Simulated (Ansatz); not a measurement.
# BN (F-43m): lattice thermal conductivity, part 3 of 3

How well does the lattice of BN conduct heat? The starting cell is a computed one from a database.

Experimental results on record:
- thermal conductivity 760 W/m/K near room temperature (given in “Combining the AFLOW GIBBS and Elastic Libraries to efficiently and robustly screen thermo-mechanical properties of solids”, 2017, arXiv:1611.05714)

Ansatz 0.2.0; DFT LDA, scalar-relativistic, plane waves, PAW; PAW set soft_1.

So far, κ at 300 K (relaxation time) (W/m/K): step 6 (a cheap rung) 835. The relaxed cell has a = 3.580 Å (conventional setting).

**7. Third-order constants and the Boltzmann equation, third order supercell 4×4×4, pair cutoff 4.051 Å**

Pairs of atoms inside the cutoff are displaced in a supercell, the forces give the cubic constants, and these give the three-phonon rates of the Boltzmann equation.

Contents of input.yaml:

```yaml
crystal:
  lattice:
    - [0.0, 1.7899255272, 1.7899255272]
    - [1.7899255272, 0.0, 1.7899255272]
    - [1.7899255272, 1.7899255272, 0.0]
  atoms:
    - { symbol: B, position: [0.0, 0.0, 0.0] }
    - { symbol: "N", position: [0.75, 0.75, 0.75] }
kpoints:
  mp_grid: { grid: [12, 12, 12] }
hamiltonian:
  xc: lda
  pseudopotentials: { kind: paw, azcp: { folder: soft_1 }, xc_functional: pbe }
scf:
  occupations: { method: fixed }
  lower_state_search: "off"
output:
  eigenvalues: true
phonons:
  method: fd
  dielectric: true
  supercell: [4, 4, 4]
  temperatures: { t_max: 1000, t_step: 50 }
  qpath:
    path:
      - [[0.0, 0.0, 0.0], [0.5, 0.0, 0.5], [0.5, 0.25, 0.75], [0.375, 0.375, 0.75], [0.0, 0.0, 0.0], [0.5, 0.5, 0.5], [0.625, 0.25, 0.625], [0.5, 0.25, 0.75], [0.5, 0.5, 0.5], [0.375, 0.375, 0.75]]
      - [[0.625, 0.25, 0.625], [0.5, 0.0, 0.5]]
    npoints: 10
  third_order: { supercell: [4, 4, 4], pair_cutoff: 4.051 }
  lattice_thermal_conductivity:
    qmesh: [29, 29, 29]
    temperatures: [50.0, 100.0, 150.0, 200.0, 300.0, 400.0, 500.0, 600.0, 800.0, 1000.0]
    isotope_mass_variance:
      - { species: B, variance: 0.001354 }
      - { species: "N", variance: 1.838e-05 }
    solution: relaxation_time
```

Started as:

```
ansatz run input.yaml --threads 18 --pin off --max-ram 92160MiB --backend cuda --events-out ev --progress --plain --runs-dir out
```

Numbers of over 12 decimals in the logs are rounded to 6 here.

The log of the run:

```text
[...]
Crystal: 128 atoms, lattice volume = 734.032 Å³
Basis set: ecut = 420 eV, 14331 PW (Γ)
Bands: 384, of which v1, the nominal top of the filled ones, is band 256 counted from 1 (255 counted from 0)
Symmetry: 1536 space group operations
k-points: 4 of 27 (time reversal used)
[...]
SCF iter   1: F=—  HF=-33694.154438 eV  |F-HF|=—  |Δ(HF+E_count)|=         —  Δρ=1.40e-7  dr2=4.96e-11  ethr=1.00e-12  ⟨swp⟩=3.0  Hψ=3548  notcnv=0
[...]
SCF iter   2: F=-33694.154438 eV  HF=-33694.154438 eV  |F-HF|=7.28e-12  |Δ(HF+E_count)|=  2.18e-11  Δρ=7.45e-8  dr2=1.58e-11  ethr=1.00e-12  ⟨swp⟩=3.0  Hψ=2902  notcnv=0
SCF 1 converged in 2 iterations: F = -33694.154438 eV  dr2 = 1.58e-11
[...]
Crystal: 2 atoms, lattice volume = 11.469 Å³
Basis set: ecut = 420 eV, 229 PW (Γ), exchange–correlation on 36×36×36 points (8 copies of the dense FFT grid, shifted against one another)
Bands: 8, of which v1, the nominal top of the filled ones, is band 4 counted from 1 (3 counted from 0)
Symmetry: 24 space group operations
k-points: 280 of 1728 (irreducible under 4 space group operations, time reversal used)
[...]
SCF iter   1: F=—  HF=-526.471164 eV  |F-HF|=—  |Δ(HF+E_count)|=         —  Δρ=8.99e-8  dr2=4.62e-13  ethr=2.63e-9  ⟨swp⟩=3.0  Hψ=19591  notcnv=0  defer=473
[...]
SCF 2 converged in 2 iterations: F = -526.471164 eV  dr2 = 2.36e-13
[...]
SCF 3 converged in 7 iterations: F = -33694.154332 eV  dr2 = 1.18e-12
[...]
--- Phonons: 2 displaced members + reference (amplitude 0.0025 Å, Σ member SCF iterations 14) ---
[...]
ASR residual: 2.229e-4 → 0.000e0 eV/Å²; symmetrization residual: 3.476e-5 eV/Å²
  largest component of a force at the reference: 2.1e-17 eV/Å
  ASR residual per site (eV/Å²): 2.23e-4 1.71e-4
  Γ frequencies (cm⁻¹): 0.00 0.00 0.00 1066.73 1066.73 1066.73
  Unit cell's response to a homogeneous field, on a k mesh of 12×12×12: 1 representative field direction (Σ response iterations 6)
  ε∞ (high-frequency dielectric tensor):
        4.566099     0.000000     0.000000
       -0.000000     4.566099     0.000000
        0.000000     0.000000     4.566099
  ε⁰ (static dielectric tensor): not given — the deck does not say what the cell's rigid motions are, and on a molecule in a box or a wire the rigid rotations would enter the sum over the modes at Γ. For a crystal or a slab, whose only rigid motions are the translations, set phonons.rigid_motions: translations.
  Born effective charges Z* (e; rows j = field, columns β = displacement):
    site 0:
         1.87732   -0.00000    0.00000
         0.00000    1.87732    0.00000
        -0.00000   -0.00000    1.87732
    site 1:
        -1.87732    0.00000   -0.00000
        -0.00000   -1.87732   -0.00000
         0.00000    0.00000   -1.87732
  Z* charge neutrality: 1.276e-6 e pre-enforcement
  k-mesh period / interband length: 30.4 Å / 1.29 Å = 23.53 at k = (0.0000, -0.5000, -0.5000), direct gap 9.462 eV — 14 or more, which is no proof of convergence
  optical modes at Γ without the LO–TO term, one row a degenerate level:
      ω (cm⁻¹)  modes    IR ((D/Å)²/amu)
       1066.73      3            39.9796
  optical modes at Γ + LO–TO along q̂ = [1.0000, 0.0000, 0.0000]:
      ω (cm⁻¹)  modes    IR ((D/Å)²/amu)
       1066.73      2            26.6531
       1296.40      1            13.3265
  optical modes at Γ + LO–TO along q̂ = [0.0000, 1.0000, 0.0000]:
      ω (cm⁻¹)  modes    IR ((D/Å)²/amu)
       1066.73      2            26.6531
       1296.40      1            13.3265
  optical modes at Γ + LO–TO along q̂ = [0.0000, 0.0000, 1.0000]:
      ω (cm⁻¹)  modes    IR ((D/Å)²/amu)
       1066.73      2            26.6531
       1296.40      1            13.3265
[...]
T (K)   relaxation time
       50.00        14376.0538
      100.00         6385.8946
      150.00         3009.9961
      200.00         1578.2972
      300.00          793.0461
      400.00          584.8865
      500.00          485.1176
      600.00          421.2289
      800.00          338.2793
     1000.00          284.4022
```

It took 3.3 min on 1 × NVIDIA GB200 with 18 threads of Arm Neoverse V2, shared host; peak memory 2.6 GiB.

Numbers from this step:

```yaml
kappa_at_300_k_relaxation_time: 793 W/m/K
mean_free_path_at_half_of_kappa: 306 nm
third_order_blocks: 2102
periodic_aliases_dropped: 72
largest_relative_sum_rule_correction: 0.1640
displaced_cells_third_order: 236
```

LO-TO term included. The phonon branches at the labelled points (cm⁻¹):

```tsv
point	branch 1	branch 2	branch 3	branch 4	branch 5	branch 6
Γ	0	0	0	1067	1067	1296
halfway	478	478	657	1016	1016	1272
X	705	705	930	930	1025	1166
halfway	741	754	916	936	1024	1109
W	793	816	887	990	994	1024
halfway	717	852	892	957	996	1069
K	667	873	893	943	987	1098
halfway	424	543	676	1016	1046	1225
Γ	0	0	0	1067	1067	1296
halfway	355	355	638	1036	1036	1260
L	488	488	986	1009	1009	1148
halfway	568	666	966	982	1019	1102
U	667	873	893	943	987	1098
halfway	717	852	892	957	996	1069
W	793	816	887	990	994	1024
halfway	602	698	957	973	1024	1088
L	488	488	986	1009	1009	1148
halfway	568	666	966	982	1019	1102
K	667	873	893	943	987	1098
jump to U	667	873	893	943	987	1098
halfway	696	758	922	933	1022	1138
X	705	705	930	930	1025	1166
```

The phonon branches as a text plot (rows in cm⁻¹):

```
   1269 |******               *********
   1215 |      *             *         **
   1161 |       ***        **            **             **     **
   1107 |          **   ***                *****     ***  *****
   1053 |****          *   ************         ** **
    999 |    ** **************         **************************
    945 |      ******  ****              *  ****** ***    *******
    891 |           *******             *      *****         **
    837 |      *     ***  **           *      * ****         **
    783 |     *     ***                      *    * *       *  *
    729 |        ****  *   **                    * *            *
    675 |    *  *       **   *              *  **   **     * ***
    621 |      *          * *         *      **      *    * *
    567 |   * *            * **            **         *   **
    513 |                   *        *    **          ****
    459 |    *                **       ***
    405 |  **                *      *
    351 |                     **      *
    297 | **                    *    *
    243 |                      **   *
    189 | *                     **
    135 |*                       * *
     81 |*                       * *
     27 |                         *
         Γ       X    W  K        Γ      L     U  W     L   K|U X
```

Lattice thermal conductivity, RTA xx against temperature:

```tsv
temperature (K)	lattice thermal conductivity, RTA xx (W/m/K)
50	14380
100	6386
150	3010
200	1578
300	793
400	585
500	485
600	421
800	338
1000	284
```

Phonopy on the run's constants, 21x21x21 mesh, Gaussian sigma 9.7 cm⁻¹. Table of modes by wavenumber; read off at these points; values in 1/cm⁻¹/cell:

```tsv
wavenumber (cm⁻¹)	B	N
0.0	8.2e-6	1.0e-5
25.0	0	0
50.0	4.7e-7	4.7e-7
75.0	3.0e-5	4.0e-5
100.0	3.0e-5	4.0e-5
125.0	3.8e-5	5.7e-5
150.0	1.3e-4	1.7e-4
175.0	7.0e-5	9.0e-5
200.0	1.5e-4	1.9e-4
225.0	2.1e-4	2.8e-4
250.0	2.3e-4	3.0e-4
275.0	3.2e-4	4.1e-4
300.0	3.9e-4	5.0e-4
325.0	3.8e-4	4.8e-4
350.0	6.5e-4	8.4e-4
375.0	5.5e-4	7.0e-4
400.0	7.8e-4	0.00101
425.0	0.00111	0.00142
450.0	0.00106	0.00136
475.0	0.00166	0.00216
500.0	0.00227	0.00293
525.0	0.00220	0.00285
550.0	0.00229	0.00293
575.0	0.00253	0.00322
600.0	0.00243	0.00307
625.0	0.00279	0.00349
650.0	0.00267	0.00333
675.0	0.00295	0.00362
696.9	0.00296	0.00361
700.0	0.00291	0.00354
725.0	0.00239	0.00294
750.0	0.00206	0.00261
775.0	0.00196	0.00259
800.0	0.00180	0.00259
825.0	0.00184	0.00278
850.0	0.00161	0.00244
875.0	0.00148	0.00286
900.0	0.00245	0.00589
925.0	0.00272	0.00441
950.0	0.00625	0.00609
975.0	0.00821	0.00709
1000.0	0.0113	0.00925
1020.6	0.0149	0.0117
1025.0	0.0142	0.0110
1050.0	0.00573	0.00443
1075.0	0.00230	0.00163
1100.0	0.00389	0.00218
1105.7	0.00402	0.00215
1125.0	0.00356	0.00155
1150.0	0.00348	0.00152
1175.0	0.00297	0.00151
1200.0	0.00254	0.00147
1225.0	0.00229	0.00142
1250.0	0.00206	0.00137
1275.0	0.00167	0.00118
1300.0	3.8e-4	2.8e-4
1325.0	2.6e-6	2.6e-6
```

Distinct triplets, nearest first. Third order norms, by row:

```tsv
sites	side 1 (Å)	side 2 (Å)	side 3 (Å)	norm of the 27 components (eV/Å³)
B-B-B	0	0	0	215.9
N-N-N	0	0	0	211.8
B-N-N	0	1.55	1.55	99.66
B-N-B	0	1.55	1.55	101.3
B-N-N	1.55	1.55	2.53	2.801
B-N-B	1.55	1.55	2.53	2.872
B-B-B	0	2.53	2.53	5.458
B-B-B	2.53	2.53	2.53	0.311
B-B-B	2.53	2.53	2.53	1.008
N-N-N	0	2.53	2.53	9.319
N-N-N	2.53	2.53	2.53	0.58
N-N-N	2.53	2.53	2.53	0.594
B-N-N	1.55	2.53	2.97	0.753
B-N-B	1.55	2.53	2.97	0.594
B-N-N	0	2.97	2.97	1.149
B-N-N	2.53	2.97	2.97	0.159
B-N-N	2.53	2.97	2.97	0.14
B-N-B	2.53	2.97	2.97	0.065
B-N-B	2.53	2.97	2.97	0.107
B-N-B	0	2.97	2.97	1.012
B-B-B	2.53	2.53	3.58	0.159
N-N-N	2.53	2.53	3.58	0.073
B-N-B	1.55	2.97	3.58	0.234
B-N-N	1.55	2.97	3.58	0.14
B-B-B	0	3.58	3.58	0.726
N-N-N	0	3.58	3.58	0.277
B-N-N	1.55	2.53	3.9	1.167
B-N-B	1.55	2.53	3.9	0.68
B-N-N	2.53	2.97	3.9	0.158
B-N-B	2.53	2.97	3.9	0.247
```

Born charge (rows field, columns displacement) (e), principal values of the symmetric part by kind of site:

```tsv
atom	atoms with these values	low	middle	high	mean
B1	1	1.88	1.88	1.88	1.88
N2	1	-1.88	-1.88	-1.88	-1.88
```

In full for B1:

```
1.88 0.00 0.00
0.00 1.88 0.00
0.00 0.00 1.88
```

RTA, 300 K. Kappa by branch, by row:

```tsv
branch (by rank)	mean frequency (THz)	mean rms speed (km/s)	median lifetime (ps)	share of kappa
1	16.69	6.05	14.8	0.447
2	19	7.97	11	0.318
3	24.69	6.66	7.06	0.233
4	29.55	1.57	1.36	0
5	30.56	1.66	0.946	0
6	34.9	3.55	1.81	0.002
```

The spectral kappa at 300 K, relaxation time (W/m/K/THz) by frequency; read off at these points:

frequency (THz), spectral kappa at 300 K, relaxation time (W/m/K/THz) and a bar:
```
      0.5        0.0 
      2.5       60.6 ##############################
      4.5       35.5 ##################
      5.5       38.1 ###################
      7.5       39.8 ####################
      9.5       44.4 ######################
     11.5       44.5 ######################
     13.5       46.8 #######################
     14.5       37.0 ##################
     16.5       33.1 ################
     18.5       26.4 #############
     20.5       18.5 #########
     22.5       13.5 #######
     24.5        7.5 ####
     25.5        5.6 ###
     27.5        2.7 #
     29.5        0.3 
     31.5        0.1 
     33.5        0.3 
     34.5        0.3 
     36.5        0.1 
     38.5        0.0
```

Relaxation-time solution. Table of share of κ carried by shorter paths by mean free path:

```tsv
mean free path (nm)	50 K	300 K	1000 K
1.47	0	0	0.002
2.15	0	0	0.004
3.16	0	0	0.007
6.81	0	0.001	0.024
10	0	0.002	0.031
14.7	0	0.003	0.038
21.5	0	0.003	0.083
31.6	0	0.005	0.327
68.1	0	0.06	0.861
100	0	0.186	0.914
147	0	0.3	0.943
215	0	0.385	0.955
316	0	0.513	0.961
681	0	0.697	0.979
1000	0	0.763	0.979
1470	0	0.817	0.982
2150	0	0.861	1
4640	0	0.921	1
6810	0.001	0.936	1
10000	0.002	0.944	1
14700	0.004	0.969	1
21500	0.007	1	1
46400	0.021	1	1
68100	0.029	1	1
1.0e5	0.053	1	1
1.5e5	0.079	1	1
2.2e5	0.088	1	1
4.6e5	0.216	1	1
6.8e5	0.242	1	1
1.0e6	0.386	1	1
```

300 K; a sample spread over frequency. Mode lifetimes, by row, the first 40 of 90 rows:

```tsv
q1	q2	q3	branch	frequency (THz)	rms speed (km/s)	three-phonon rate (1/ps)	isotope rate (1/ps)	lifetime (ps)	mean free path (nm)
0	0	0.0345	1	1.63	10.14	0.00152	1.04e-6	657	6670
0	0.069	0.1379	2	6.723	10.16	0.0273	5.78e-4	35.8	364
0	0.0345	0.2069	2	9.049	8.3	0.0215	0.00206	42.5	353
0.0345	0.1034	-0.1379	2	10.5	10.86	0.0394	0.00407	23	250
0.0345	0.1034	0.2759	2	11.71	9.82	0.0334	0.00683	24.9	244
0	0.069	0.1724	3	12.58	14.79	0.0436	0.0095	18.8	279
0.0345	0.1379	0.3103	2	13.37	9.94	0.0332	0.014	21.2	210
0.0345	0.2069	-0.2069	1	13.96	7.15	0.0122	0.018	33.1	237
0.0345	0.1034	-0.3448	1	14.53	4.27	0.0118	0.0251	27.1	116
0	0.0345	-0.4828	2	14.86	2.96	0.00981	0.0306	24.8	73.3
0	0.1379	0.4138	1	15.29	5.32	0.0276	0.0347	16	85.4
0.1034	0.2069	0.4483	1	15.65	6.98	0.0217	0.0366	17.1	120
0.069	0.2759	-0.2069	1	16.1	6.9	0.0169	0.0392	17.8	123
0.0345	0.1724	-0.4483	1	16.47	4.57	0.0152	0.0416	17.6	80.4
0	0.1379	-0.3103	2	16.93	9.72	0.0361	0.0467	12.1	117
0.1379	0.2759	0.4828	1	17.24	7.5	0.0244	0.0491	13.6	102
0.0345	0.2069	-0.2069	2	17.69	9.92	0.0441	0.054	10.2	101
0.1379	0.3103	0.4828	1	18.02	7.56	0.0268	0.057	11.9	90.2
0.0345	0.3448	0.3793	2	18.42	6.28	0.0329	0.0635	10.4	65.1
0.069	0.3103	0.4828	1	18.77	6.17	0.026	0.0659	10.9	67.2
0.1034	0.2759	-0.1724	2	19.17	8.92	0.0417	0.0692	9.02	80.5
0.0345	0.3448	-0.3448	1	19.42	3.71	0.0106	0.0685	12.6	46.9
0.1034	0.2069	0.3448	3	19.83	9.79	0.0642	0.0686	7.53	73.7
0.0345	0.1034	0.3103	3	20.16	12.03	0.061	0.0724	7.5	90.2
0.069	0.3793	-0.4483	1	20.47	4.8	0.0162	0.0869	9.7	46.5
0.1034	0.4138	-0.4828	1	20.77	4.69	0.0206	0.0975	8.47	39.7
0	0.4828	0.4828	2	21.09	0.8	0.00829	0.0965	9.54	7.61
0.1034	0.4483	-0.3448	1	21.43	5.22	0.0135	0.0828	10.4	54.2
0.1034	0.2759	-0.3103	2	21.83	8.85	0.0328	0.0721	9.54	84.4
0.069	0.1724	0.3793	3	22.21	10.01	0.0697	0.0642	7.47	74.8
0.0345	0.2759	-0.4483	2	22.66	8.55	0.0321	0.0697	9.82	84
0.1034	0.3103	-0.3793	2	23.18	7.89	0.0315	0.0653	10.3	81.4
0.0345	0.2414	-0.2414	3	23.62	7.08	0.0906	0.0605	6.62	46.9
0.0345	0.3103	-0.4138	2	24.17	7.69	0.031	0.0719	9.72	74.7
0	0.2069	0.4138	3	24.59	7.34	0.0809	0.0651	6.85	50.3
0.1034	0.3103	0.4828	3	25.08	5.85	0.0794	0.0589	7.23	42.3
0	0.2414	-0.3103	3	25.64	7.81	0.0912	0.0584	6.68	52.2
0.069	0.2069	0.4828	3	26.17	7.74	0.0861	0.0516	7.26	56.2
0	0.3103	0.4828	3	26.64	3.98	0.0578	0.0661	8.08	32.2
0.0345	0.1379	-0.3448	3	26.88	8.28	0.0952	0.098	5.18	42.8
```

Without the LO-TO term. Gamma linewidths, by row:

```tsv
branch	frequency (cm⁻¹)	three-phonon rate (1/ps)	isotope rate (1/ps)	FWHM (cm⁻¹)
4	1067	0.18	0.0945	1.46
5	1067	0.18	0.0945	1.46
6	1067	0.18	0.0945	1.46
```

W/m/K, third of the trace; RTA populations with a boundary rate v/L added to each mode (Matthiessen's rule). Kappa by grain size, by row:

```tsv
T (K)	bulk	10 nm	30 nm	100 nm	300 nm	1000 nm	10000 nm	100000 nm
100	6386	3.452	10.07	31.3	83.45	227.5	1145	3365
300	792.9	38.28	96.26	218.8	371.1	533.3	722.1	782
600	421	60.38	132.5	240.5	324.2	377.8	413.8	420.2
```

W/m/K, third of the trace; RTA populations with the isotope rates scaled. Kappa by mass disorder, by row:

```tsv
T (K)	no isotopes	as typed	variance x 3	variance x 10	variance x 30
100	15490	6386	3888	1987	960.6
300	1377	792.9	569.2	371.9	235.7
600	626.7	421	297.7	184.3	114.5
```

At 300 K the relaxation-time value is 793 W/(m K).

**8. Levels and costs side by side**

Ladder, by row:

```tsv
cells or q mesh	k mesh	pair cutoff	atoms in the supercell	q-mesh of the transport sums	κ at 300 K (relaxation time) (W/m/K)	κ at 300 K (full solution) (W/m/K)	core-minutes
6x6x6	12x12x12	3.118	54	17×17×17	834.6	913.6	15.1
4x4x4	12x12x12	4.051	128	29×29×29	793	-	35.9
```

**9. What came out**

```yaml
highest_frequency: 1296 cm⁻¹
debye_temperature_from_the_second_moment: 1665 K
kappa_at_300_k_relaxation_time: 793 W/m/K
mean_free_path_at_half_of_kappa: 306 nm
share_of_kappa_above_the_three_lowest_branches: 0.002
```

**Reading.** The lattice of BN conducts 793 W/(m K) at 300 K by LDA (mean over directions, relaxation-time solution). Above 300 K the relaxation-time κ falls as T^-0.84. Grains of 100 nm would keep 28 % of the bulk value at 300 K, and grains of 1 µm 67 %. Removing the natural isotope disorder raises κ at 300 K by 74 %. The first rung (54 atoms, cutoff 3.12 Å) gave 835 W/(m K) by relaxation time for 0.42 times the cost of the last; short cutoffs miss scattering channels and can err either way, and the meshes changed too. A measured thermal conductivity near room temperature is 760 W/m/K (arXiv:1611.05714); the calculated 793 W/m/K differs by +4 %. Part of this agreement may be a cancellation, since four-phonon scattering and the shift of frequencies with temperature are both left out, and a relaxation-time value usually lies below the full solution. The last run computed the relaxation-time solution alone; it counts normal processes as resistive, so the full solution usually lies higher, most of all in good conductors. The sum rules changed one orbit of cubic constants by up to 16 %; by the manual a large change points to a short cutoff or, on a small and distant orbit, to noisy forces. Below 100 K the values hang on the q-mesh and, in a real crystal, on its size. The conductivities include the coherence part between close branches; the shares for grains, isotopes, branches and paths are of the relaxation-time populations alone. Cubic couplings among atoms farther apart than the pair cutoff are dropped, and neither the cutoff nor the q-mesh was shown to be converged here. The interpolation has no quadrupole term, so branches near the zone centre are less sure, since this crystal has sites that are not centres of inversion. The PAW files were made for PBE and are used here under another functional, for which the program regenerates the frozen cores.

[Logs are printed without paths, hosts, clocks, repeated set-up lines and the standing remarks that a program may print on its own settings, such as how far it seeks lower states.]

[Hosts, paths, dates, database ids (printed as entryN), source tags and the programs' standing remarks are cut or masked in the printed files.]

[A step with changed settings may run another functional than the one named; its input shows which.]
